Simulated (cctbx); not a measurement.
# A crystallographic session in cctbx: Na5In16Au10

Library: cctbx 2025.11. The data are simulated by the first script.

## 1. Simulate the data

run.py:

```python
from cctbx import adptbx, crystal, miller, sgtbx, xray
from cctbx.array_family import flex
from iotbx.shelx import hklf
from scitbx import matrix
import scitbx.random

cs = crystal.symmetry(unit_cell=(11.454, 11.454, 12.391, 90, 90, 120), space_group_symbol='Hall: -P 6c')  # P6_3/m
atoms = [  # label, site, U (iso, or U11 U22 U33 U12 U13 U23 in A^2), occupancy
    ("Au1", (0.7046, 0.1575, 0.6084), (0.0041, 0.0050, 0.0049, 0.0022, -0.0005, -0.0005), 1),
    ("Au2", (0.2677, 0.8642, 0.75), (0.0039, 0.0041, 0.0045, 0.0023, 0.0000, 0.0000), 1),
    ("Au3", (0, 0, 0.5), (0.0045, 0.0045, 0.0038, 0.0023, 0.0000, 0.0000), 1),
    ("In1", (1/3, 2/3, 0.25), (0.0051, 0.0051, 0.0036, 0.0026, 0.0000, 0.0000), 1),
    ("In2", (0.8767, 0.1582, 0.4474), (0.0059, 0.0048, 0.0047, 0.0024, -0.0008, 0.0002), 1),
    ("In3", (0.5493, 0.9462, 0.75), (0.0057, 0.0055, 0.0053, 0.0025, 0.0000, 0.0000), 1),
    ("In4", (0.5742, 0.9599, 0.4228), (0.0058, 0.0058, 0.0058, 0.0029, -0.0000, -0.0000), 1),
    ("Na1", (0.1974, 0.0993, 0.75), (0.0088, 0.0086, 0.0081, 0.0044, 0.0000, 0.0000), 1),
    ("Na2", (2/3, 1/3, 0.4108), (0.0075, 0.0075, 0.0089, 0.0037, 0.0000, 0.0000), 1),
]
xs = xray.structure(crystal_symmetry=cs)
for label, site, u, occ in atoms:
    u = adptbx.u_cif_as_u_star(cs.unit_cell(), u) if isinstance(u, tuple) else u
    xs.add_scatterer(xray.scatterer(label, site=site, u=u, occupancy=occ))
xs.set_inelastic_form_factors(0.56087, "sasaki")
xs.show_summary()
p1 = xs.expand_to_p1()
ms = miller.build_set(p1, anomalous_flag=True, d_min=1.1)
flex.set_random_seed(622487)
scitbx.random.set_random_seed(622487)
ms = ms.select(flex.random_double(ms.size()) < 0.7)
i = ms.structure_factors_from_scatterers(p1, algorithm="direct").f_calc().as_intensity_array().data()
i = i * 5000 / flex.max(i)
sig = flex.sqrt(i + flex.pow2(0.015 * i) + 2 ** 2)
noise = scitbx.random.variate(scitbx.random.normal_distribution())(i.size())
data = ms.array(data=i + sig * noise, sigmas=sig).set_observation_type_xray_intensity()
with open("data.hkl", "w") as f:
    data.export_as_shelx_hklf(f)
print("reflections written:", data.size(), " <I/sigma> = %.1f" % flex.mean(data.data() / data.sigmas()))
for h, a, b in list(data.sort("data"))[:12]:
    print("%4d%4d%4d %9.1f %7.1f" % (h + (a, b)))
```

```console
$ python run.py
```

```text
Number of scatterers: 9
At special positions: 6
Unit cell: (11.454, 11.454, 12.391, 90, 90, 120)
Space group: P 63/m (No. 176)
reflections written: 3092  <I/sigma> = 9.3
   0   0  -6    4858.0   103.1
  -1   5   0    4721.4    98.1
  -4  -1   0    4689.4    98.1
   5  -4   0    4591.9    98.1
   0  -7   0    2260.0    57.0
   7  -7   0    2253.7    57.0
   7   0   0    2229.2    57.0
  -7   0   0    2213.8    57.0
   0   7   0    2115.6    57.0
   5   3   0    1615.1    45.1
   5  -2   0    1592.5    46.0
  -3   5   0    1545.0    46.0
```

Run time: 0.36 s on 1 thread of Arm Neoverse N1 (shared host), peak memory 0.07 GiB.

## 2. Refinement (right model)

run.py:

```python
import math
from cctbx import adptbx, crystal, maptbx, sgtbx, xray
from cctbx.array_family import flex
from cctbx.xray import observations
from iotbx.shelx import hklf
from scitbx.lstbx import normal_eqns_solving
from smtbx import absolute_structure, utils
from smtbx.refinement import constraints, least_squares

cs = crystal.symmetry(unit_cell=(11.454, 11.454, 12.391, 90, 90, 120), space_group_symbol='Hall: -P 6c')  # P6_3/m
atoms = [  # label, site, U (iso, or U11 U22 U33 U12 U13 U23 in A^2), occupancy
    ("Au1", (0.7076, 0.1585, 0.6097), 0.0200, 1),
    ("Au2", (0.2693, 0.8628, 0.75), 0.0200, 1),
    ("Au3", (0, 0, 0.5), 0.0200, 1),
    ("In1", (1/3, 2/3, 0.25), 0.0200, 1),
    ("In2", (0.8774, 0.1563, 0.4463), 0.0200, 1),
    ("In3", (0.5484, 0.9474, 0.75), 0.0200, 1),
    ("In4", (0.5745, 0.9574, 0.4228), 0.0200, 1),
    ("Na1", (0.1973, 0.1021, 0.75), 0.0200, 1),
    ("Na2", (2/3, 1/3, 0.4112), 0.0200, 1),
]
xs = xray.structure(crystal_symmetry=cs)
for label, site, u, occ in atoms:
    u = adptbx.u_cif_as_u_star(cs.unit_cell(), u) if isinstance(u, tuple) else u
    xs.add_scatterer(xray.scatterer(label, site=site, u=u, occupancy=occ))
xs.set_inelastic_form_factors(0.56087, "sasaki")
raw = hklf.reader(file_name="data.hkl").as_miller_arrays(crystal_symmetry=cs, anomalous=True)[0]
merged = raw.eliminate_sys_absent().merge_equivalents()
fo2 = merged.array().set_observation_type_xray_intensity()
print("Rint %.3f, %d unique reflections to %.2f A" % (merged.r_int(), fo2.size(), fo2.d_min()))
for sc in xs.scatterers():
    sc.flags.set_grad_site(True)
    sc.flags.set_grad_u_aniso(sc.flags.use_u_aniso())
    sc.flags.set_grad_u_iso(sc.flags.use_u_iso())
obs = fo2.as_xray_observations()
extra = {}
rep = constraints.reparametrisation(xs, [], utils.connectivity_table(xs), **extra)
ls = least_squares.crystallographic_ls(obs, rep, weighting_scheme=least_squares.mainstream_shelx_weighting(a=0, b=0))
print("cycle     R1     wR2    GooF  max shift (A)")
for cycle in range(8):
    ls.build_up()
    r1, wr2, goof = ls.r1_factor(cutoff_factor=2)[0], ls.wR2(), ls.goof()
    old = xs.sites_cart()
    normal_eqns_solving.levenberg_marquardt_iterations(ls, n_max_iterations=3, tau=1e-06, step_threshold=1e-7)
    big = flex.max((xs.sites_cart() - old).norms())
    print("%4d %7.4f %7.4f %7.3f %9.5f" % (cycle + 1, r1, wr2, goof, big))
    ls.build_up(objective_only=True)
    if abs(ls.wR2() - wr2) < 5e-5 and big < 5e-4:
        break
ls.build_up()
print("final R1 %.4f wR2 %.4f GooF %.3f  parameters %d  data/parameter %.1f" % (ls.r1_factor(cutoff_factor=2)[0], ls.wR2(), ls.goof(), ls.n_parameters, fo2.size() / ls.n_parameters))
cov = ls.covariance_matrix_and_annotations()
su = dict(zip(cov.annotations, (math.sqrt(max(v, 0)) for v in cov.matrix.matrix_packed_u_diagonal())))
a2 = cs.unit_cell().reciprocal_parameters()[0] ** -2
print("atom        x        y        z      Ueq    occ   su(xyz)  su(Uiso or U11)")
for sc in xs.scatterers():
    s = max(su.get(sc.label + k, 0) for k in (".x", ".y", ".z"))
    npd = "" if sc.is_positive_definite_u(cs.unit_cell()) else "  NPD"
    print("%-5s %8.5f %8.5f %8.5f %8.4f %6.3f %8.5f %7.4f%s" % ((sc.label,) + sc.site + (sc.u_iso_or_equiv(cs.unit_cell()), sc.occupancy, s, su.get(sc.label + ".uiso", su.get(sc.label + ".u11", 0) * a2), npd)))
fo = fo2.f_sq_as_f()
fc = fo.structure_factors_from_scatterers(xs, algorithm="direct").f_calc()
diff = fo.f_obs_minus_f_calc(1 / math.sqrt(ls.scale_factor()), fc).average_bijvoet_mates()
m = diff.fft_map(symmetry_flags=maptbx.use_space_group_symmetry, resolution_factor=0.25).apply_volume_scaling()
print("difference map: max %.2f min %.2f rms %.2f" % (m.statistics().max(), m.statistics().min(), m.statistics().sigma()))
peaks = m.peak_search(parameters=maptbx.peak_search_parameters(min_distance_sym_equiv=0.6, max_clusters=6)).all()
near = xs.closest_distances(peaks.sites(), distance_cutoff=4)
sps = cs.special_position_settings(min_distance_sym_equiv=0.5)
for k, (x, h) in enumerate(zip(peaks.sites(), peaks.heights())):
    ss = sps.site_symmetry(x)
    print("Q%-3d %7.4f %7.4f %7.4f %4d %7.2f  %.2f A from %s" % ((k + 1,) + tuple(t % 1 for t in ss.exact_site()) + (ss.multiplicity(), h, near.smallest_distances[k], xs.scatterers()[near.i_seqs[k]].label)))
```

```console
$ python run.py
```

```text
Rint 0.048, 398 unique reflections to 1.10 A
cycle     R1     wR2    GooF  max shift (A)
   1  0.0937  0.1884   6.106   0.03835
   2  0.0143  0.0281   0.912   0.00001
final R1 0.0143 wR2 0.0281 GooF 0.912  parameters 25  data/parameter 15.9
atom        x        y        z      Ueq    occ   su(xyz)  su(Uiso or U11)
Au1    0.70451  0.15748  0.60841   0.0044  1.000  0.00005  0.0002
Au2    0.26763  0.86405  0.75000   0.0039  1.000  0.00007  0.0002
Au3    0.00000  0.00000  0.50000   0.0037  1.000  0.00000  0.0003
In1    0.33333  0.66667  0.25000   0.0047  1.000  0.00000  0.0006
In2    0.87664  0.15813  0.44744   0.0050  1.000  0.00010  0.0003
In3    0.54944  0.94637  0.75000   0.0051  1.000  0.00014  0.0004
In4    0.57414  0.95973  0.42293   0.0060  1.000  0.00010  0.0003
Na1    0.19771  0.09898  0.75000   0.0089  1.000  0.00069  0.0017
Na2    0.66667  0.33333  0.41002   0.0076  1.000  0.00068  0.0020
difference map: max 1.01 min -1.10 rms 0.24
Q1    0.1249  0.7464  0.2500    6    1.04  1.94 A from Na1
Q2    0.0365  0.3496  0.2500    6    1.04  1.39 A from In3
Q3    0.0178  0.5974  0.2500    6    0.90  1.76 A from Au2
Q4    0.1507  0.6652  0.0336   12    0.90  1.22 A from In4
Q5    0.1691  0.3468  0.5358   12    0.84  0.72 A from In2
Q6    0.1467  0.7403  0.6810   12    0.83  1.63 A from In3
```

Time: 0.5 s.

## 3. Simulate the data

run.py, as its changes from the last script of this kind:

```diff
@@ -26 +26 @@
-ms = miller.build_set(p1, anomalous_flag=True, d_min=1.1)
+ms = miller.build_set(p1, anomalous_flag=True, d_min=0.84)
```

```console
$ python run.py
```

```text
Number of scatterers: 9
At special positions: 6
Unit cell: (11.454, 11.454, 12.391, 90, 90, 120)
Space group: P 63/m (No. 176)
reflections written: 6967  <I/sigma> = 8.1
   0   0  -6    5176.9   103.1
   0   0   6    4915.9   103.1
   1  -5   0    4650.2    98.1
  -4  -1   0    4590.7    98.1
  -5   4   0    4513.9    98.1
   4   1   0    4427.6    98.1
   0   7   0    2205.8    57.0
  -7   7   0    2202.6    57.0
  -7   0   0    2174.7    57.0
   0  -7   0    2167.6    57.0
   2   3   0    1588.3    46.0
  -2  -3   0    1573.6    46.0
```

Time: 0.39 s.

## 4. Refinement (right model)

run.py, as its changes from the last script of this kind:

```diff
@@ -12,2 +12,2 @@
-    ("Au1", (0.7076, 0.1585, 0.6097), 0.0200, 1),
-    ("Au2", (0.2693, 0.8628, 0.75), 0.0200, 1),
+    ("Au1", (0.7034, 0.161, 0.6095), 0.0200, 1),
+    ("Au2", (0.2665, 0.867, 0.75), 0.0200, 1),
@@ -16,5 +16,5 @@
-    ("In2", (0.8774, 0.1563, 0.4463), 0.0200, 1),
-    ("In3", (0.5484, 0.9474, 0.75), 0.0200, 1),
-    ("In4", (0.5745, 0.9574, 0.4228), 0.0200, 1),
-    ("Na1", (0.1973, 0.1021, 0.75), 0.0200, 1),
-    ("Na2", (2/3, 1/3, 0.4112), 0.0200, 1),
+    ("In2", (0.8772, 0.1592, 0.4478), 0.0200, 1),
+    ("In3", (0.5527, 0.9473, 0.75), 0.0200, 1),
+    ("In4", (0.5778, 0.9615, 0.4198), 0.0200, 1),
+    ("Na1", (0.1934, 0.0942, 0.75), 0.0200, 1),
+    ("Na2", (2/3, 1/3, 0.4101), 0.0200, 1),
@@ -26,0 +27 @@
+xs.convert_to_anisotropic()
```

```console
$ python run.py
```

```text
Rint 0.056, 877 unique reflections to 0.84 A
cycle     R1     wR2    GooF  max shift (A)
   1  0.1564  0.3132   9.019   0.05082
   2  0.0172  0.0343   0.986   0.00023
final R1 0.0172 wR2 0.0343 GooF 0.986  parameters 52  data/parameter 16.9
atom        x        y        z      Ueq    occ   su(xyz)  su(Uiso or U11)
Au1    0.70460  0.15748  0.60836   0.0047  1.000  0.00003  0.0002
Au2    0.26772  0.86421  0.75000   0.0040  1.000  0.00005  0.0002
Au3    0.00000  0.00000  0.50000   0.0039  1.000  0.00000  0.0002
In1    0.33333  0.66667  0.25000   0.0042  1.000  0.00000  0.0004
In2    0.87672  0.15824  0.44742   0.0051  1.000  0.00007  0.0003
In3    0.54928  0.94626  0.75000   0.0056  1.000  0.00009  0.0004
In4    0.57430  0.95997  0.42279   0.0059  1.000  0.00006  0.0003
Na1    0.19615  0.09871  0.75000   0.0088  1.000  0.00053  0.0026
Na2    0.66667  0.33333  0.41146   0.0071  1.000  0.00048  0.0018
difference map: max 1.55 min -1.53 rms 0.40
Q1    0.1234  0.2799  0.1412   12    1.67  1.59 A from Na1
Q2    0.2021  0.6755  0.0677   12    1.59  1.63 A from In4
Q3    0.1732  0.6429  0.1620   12    1.45  1.74 A from In4
Q4    0.3333  0.6667  0.7500    2    1.43  2.00 A from Na2
Q5    0.0194  0.5557  0.0173   12    1.39  0.95 A from In4
Q6    0.0228  0.9434  0.7500    6    1.39  1.50 A from Na1
```

Time: 0.56 s.

## 5. Simulate the data

run.py, as its changes from the last script of this kind:

```diff
@@ -26 +26 @@
-ms = miller.build_set(p1, anomalous_flag=True, d_min=0.84)
+ms = miller.build_set(p1, anomalous_flag=True, d_min=0.6)
```

```console
$ python run.py
```

```text
Number of scatterers: 9
At special positions: 6
Unit cell: (11.454, 11.454, 12.391, 90, 90, 120)
Space group: P 63/m (No. 176)
reflections written: 19086  <I/sigma> = 6.3
   0   0  -6    5001.6   103.1
   0   0   6    4937.9   103.1
   5  -4   0    4727.2    98.1
  -5   4   0    4726.0    98.1
  -4  -1   0    4683.0    98.1
   4   1   0    4657.0    98.1
   1  -5   0    4505.1    98.1
   7   0   0    2251.5    57.0
   0   7   0    2217.4    57.0
  -7   0   0    2163.4    57.0
   7  -7   0    2144.9    57.0
  -2  -3   0    1547.2    46.0
```

Time: 0.52 s.

## 6. Refinement (right model)

run.py, as its changes from the last script of this kind:

```diff
@@ -12,2 +12,2 @@
-    ("Au1", (0.7034, 0.161, 0.6095), 0.0200, 1),
-    ("Au2", (0.2665, 0.867, 0.75), 0.0200, 1),
+    ("Au1", (0.7042, 0.1565, 0.6035), 0.0200, 1),
+    ("Au2", (0.2688, 0.8656, 0.75), 0.0200, 1),
@@ -16,5 +16,5 @@
-    ("In2", (0.8772, 0.1592, 0.4478), 0.0200, 1),
-    ("In3", (0.5527, 0.9473, 0.75), 0.0200, 1),
-    ("In4", (0.5778, 0.9615, 0.4198), 0.0200, 1),
-    ("Na1", (0.1934, 0.0942, 0.75), 0.0200, 1),
-    ("Na2", (2/3, 1/3, 0.4101), 0.0200, 1),
+    ("In2", (0.8766, 0.1579, 0.4486), 0.0200, 1),
+    ("In3", (0.5479, 0.9471, 0.75), 0.0200, 1),
+    ("In4", (0.5723, 0.9602, 0.422), 0.0200, 1),
+    ("Na1", (0.1988, 0.1012, 0.75), 0.0200, 1),
+    ("Na2", (2/3, 1/3, 0.4097), 0.0200, 1),
```

```console
$ python run.py
```

```text
Rint 0.071, 2357 unique reflections to 0.60 A
cycle     R1     wR2    GooF  max shift (A)
   1  0.2564  0.4568  10.237   0.06137
   2  0.0214  0.0423   0.948   0.00012
final R1 0.0214 wR2 0.0423 GooF 0.948  parameters 52  data/parameter 45.3
atom        x        y        z      Ueq    occ   su(xyz)  su(Uiso or U11)
Au1    0.70459  0.15749  0.60839   0.0047  1.000  0.00002  0.0001
Au2    0.26767  0.86415  0.75000   0.0040  1.000  0.00003  0.0001
Au3    0.00000  0.00000  0.50000   0.0042  1.000  0.00000  0.0001
In1    0.33333  0.66667  0.25000   0.0046  1.000  0.00000  0.0002
In2    0.87676  0.15818  0.44739   0.0053  1.000  0.00004  0.0001
In3    0.54933  0.94625  0.75000   0.0056  1.000  0.00005  0.0002
In4    0.57418  0.95986  0.42279   0.0059  1.000  0.00004  0.0001
Na1    0.19762  0.09936  0.75000   0.0088  1.000  0.00036  0.0013
Na2    0.66667  0.33333  0.41055   0.0081  1.000  0.00036  0.0010
difference map: max 2.80 min -2.70 rms 0.66
Q1    0.0038  0.3581  0.1458   12    3.01  1.61 A from Au1
Q2    0.0092  0.4990  0.7500    6    2.91  1.04 A from In3
Q3    0.2084  0.7234  0.2500    6    2.79  1.84 A from In1
Q4    0.2598  0.6929  0.7500    6    2.58  1.92 A from Au2
Q5    0.0468  0.8698  0.7500    6    2.57  1.44 A from Na1
Q6    0.1576  0.5157  0.2500    6    2.52  1.89 A from In1
```

It took 0.63 s on 1 thread of Arm Neoverse N1 (shared host), peak memory 0.1 GiB.

[Logs are printed without paths, hosts, clocks, repeated set-up lines and the standing remarks that a program may print on its own settings, such as how far it seeks lower states.]
